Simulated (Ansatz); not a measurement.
# ρ(T) of P2W (Cmc2_1) in two numbers

Aim: condense the phonon-limited resistivity of P2W (Cmc2_1) into a transport Debye temperature and an amplitude, and test the fit on a temperature held back.

The resistivities were computed with Ansatz 0.2.0 (DFT PBEsol, scalar-relativistic, plane waves, PAW; PAW set soft_1) from the linearised Boltzmann equation with harmonic phonons, on q 4×4×3, k 12×12×9, scattering 16×16×12; the fit below is done by hand on them.

## Step 1: The data

The structure is orthorhombic, space group Cmc2_1 (No. 36). Conventional cell: a = 3.151 Å, b = 11.137 Å, c = 4.951 Å, α = 90.00°, β = 90.00°, γ = 90.00°. Around P on site a lie 1 P at 2.16 Å and 4 W at 2.48 Å. P on site a is surrounded by 1 P at 2.16 Å and 3 W at 2.48 Å. W on site a is surrounded by 7 P at 2.48 Å.

This is the relaxed cell of the run, from steps not shown here.

The mean resistivity of the three axes from 50 to 800 K, with one row held back; the colder rows stay outside the fit and test it at the end:

```csv
T (K),ρ (μΩ cm)
50,0.7516
80,3.088
100,5.402
150,12.88
200,21.35
273,33.77
300,38.25
400,54.17
500,?
600,82.84
800,108.2
```

The resistivity is not converged: the component that moves most changes by 16 % between the two finest meshes at 300 K. No spin–orbit coupling, which matters for W.

## Step 2: The fit

Bloch and Grüneisen's form is ρ(T) = A (T/Θ)⁵ J₅(Θ/T), with J₅(z) the integral of x⁵/((eˣ − 1)(1 − e⁻ˣ)) from 0 to z. It goes as T⁵ far below Θ and as A T/(4Θ) far above. For a trial Θ the best A is the geometric mean of ρ/[(T/Θ)⁵ J₅] over the rows, and the scatter of that ratio measures the fit:

```csv
Θ (K),A (μΩ cm),scatter (%)
242,96.99,38.4
322,148.5,20.7
362,180.2,12.4
402,216.8,7.9
442,258.7,12.3
502,333.0,24.6
604,497.2,46.1
```

The scatter is least at Θ = 402 K, with A = 216.8 μΩ cm (7.9 % r.m.s.).

```csv
T (K),computed,fit
50,0.7516,0.6576
80,3.088,3.437
100,5.402,6.169
150,12.88,13.92
200,21.35,21.72
273,33.77,32.71
300,38.25,36.67
400,54.17,51.01
600,82.84,78.90
800,108.2,106.3
```

## Step 3: Prediction and check

At T = 500 K, Θ/T = 0.804, J₅ = 0.1008 and (T/Θ)⁵ = 2.977, so the fit gives 65.04 μΩ cm. The computed value is 69.01 μΩ cm: the fit is off by -5.75 %. Outside its range, at 20 K, it gives 0.00822 against 0.0164 μΩ cm computed, 0.50 times that; at that temperature the run's own test moves by 35 % between meshes in the component that moves most. Among the rows used, the largest miss is +14.2 %, at 100 K.

## Step 4: Reading Θ and A

Θ = 402 K is 1.36 times ħω_log/k_B (295 K) and 0.51 of the highest phonon frequency (784 K). The high-temperature slope of the fit, A/(4Θ), is 0.135 μΩ cm/K. The same slope from the run's transport coupling and plasma energy, 2π k_B λ_tr/(ħ ε₀ ω_p²) with λ_tr = 0.2, 0.189, 0.178 (xx, yy, zz) and ħω_p = 2.37, 1.94, 2.60 (xx, yy, zz) eV, is 0.150 μΩ cm/K in the mean of the axes, +11.6 % from it. For comparison, the computed rows rise by 0.127 μΩ cm/K between the two hottest.

## Step 5: What came out

```json
{
  "Θ": "402 K",
  "A": "216.8 μΩ cm",
  "scatter of the fit": "7.9 %",
  "held-back row at 500 K, fit against computed": "65.04 against 69.01 μΩ cm"
}
```

What this shows: Two numbers, Θ = 402 K and A = 217 μΩ cm, hold the computed ρ(T) from 50 to 800 K within 7.90 % r.m.s. and predict the held-back row within 5.75 %. At 20 K, outside the rows fitted, it gives 0.50 times the computed value. The misses are not random: the largest is +14.2 %, at 100 K. So large a scatter means that the form does not describe this metal. By the run's own test the resistivity at 300 K moves by 16 % between its two finest scattering meshes, in the component that moves most. The mean hides an anisotropy: at 300 K the components are 36.6, 51.1, 27.0 (xx, yy, zz) μΩ cm. Spin–orbit coupling is left out. The fit describes the calculation: impurities, thermal expansion, changes of phase and anharmonicity are in neither.

[Logs are printed without paths, hosts, clocks, repeated set-up lines and the standing remarks that a program may print on its own settings, such as how far it seeks lower states.]

[Hosts, paths, dates, database ids (printed as entryN), source tags and the programs' standing remarks are cut or masked in the printed files.]
